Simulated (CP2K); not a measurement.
Two runs for the C K edge of methyl isocyanide. Run A: CP2K XAS_TDP, all-electron GAPW, PBEh(45%), aug-cc-pVTZ, TDA, no relativity. Run B differs in one setting.

First lines with a strength over 0.0015. A:

| atom | energy (eV) | states | strength, one atom |
| --- | --- | --- | --- |
| C1 (bonded to N and 3 H) | 285.08 | 1 | 0.0033 |
|  | 285.43 | 2 | 0.0344 |
|  | 286.08 | 1 | 0.0271 |
|  | 286.75 | 2 | 0.0161 |
|  | 287.21 | 1 | 0.0261 |
| C3 (bonded to N) | 281.27 | 2 | 0.1444 |
|  | 286.08 | 1 | 0.0039 |
|  | 286.10 | 2 | 0.0063 |
|  | 286.95 | 2 | 0.0056 |
|  | 287.65 | 1 | 0.0020 |

B:

| atom | energy (eV) | states | strength, one atom |
| --- | --- | --- | --- |
| C1 (bonded to N and 3 H) | 290.49 | 1 | 0.0033 |
|  | 290.84 | 2 | 0.0338 |
|  | 291.49 | 1 | 0.0266 |
|  | 292.16 | 2 | 0.0158 |
|  | 292.62 | 1 | 0.0257 |
| C3 (bonded to N) | 287.04 | 2 | 0.1415 |
|  | 291.85 | 1 | 0.0039 |
|  | 291.87 | 2 | 0.0062 |
|  | 292.72 | 2 | 0.0055 |
|  | 293.42 | 1 | 0.0020 |

Question: Which was it: GW2X switched on, the functional, the basis, scalar relativity switched on?

GW2X switched on. GW2X shifts an atom's lines together and keeps their spacings. Against PBEh(45%) in aug-cc-pVTZ, the leading lines move by +5.41 eV (C1, to 290.84) and +5.77 eV (C3, to 287.04).

[Hosts, paths, dates, database ids (printed as entryN), source tags and the programs' standing remarks are cut or masked in the printed files.]
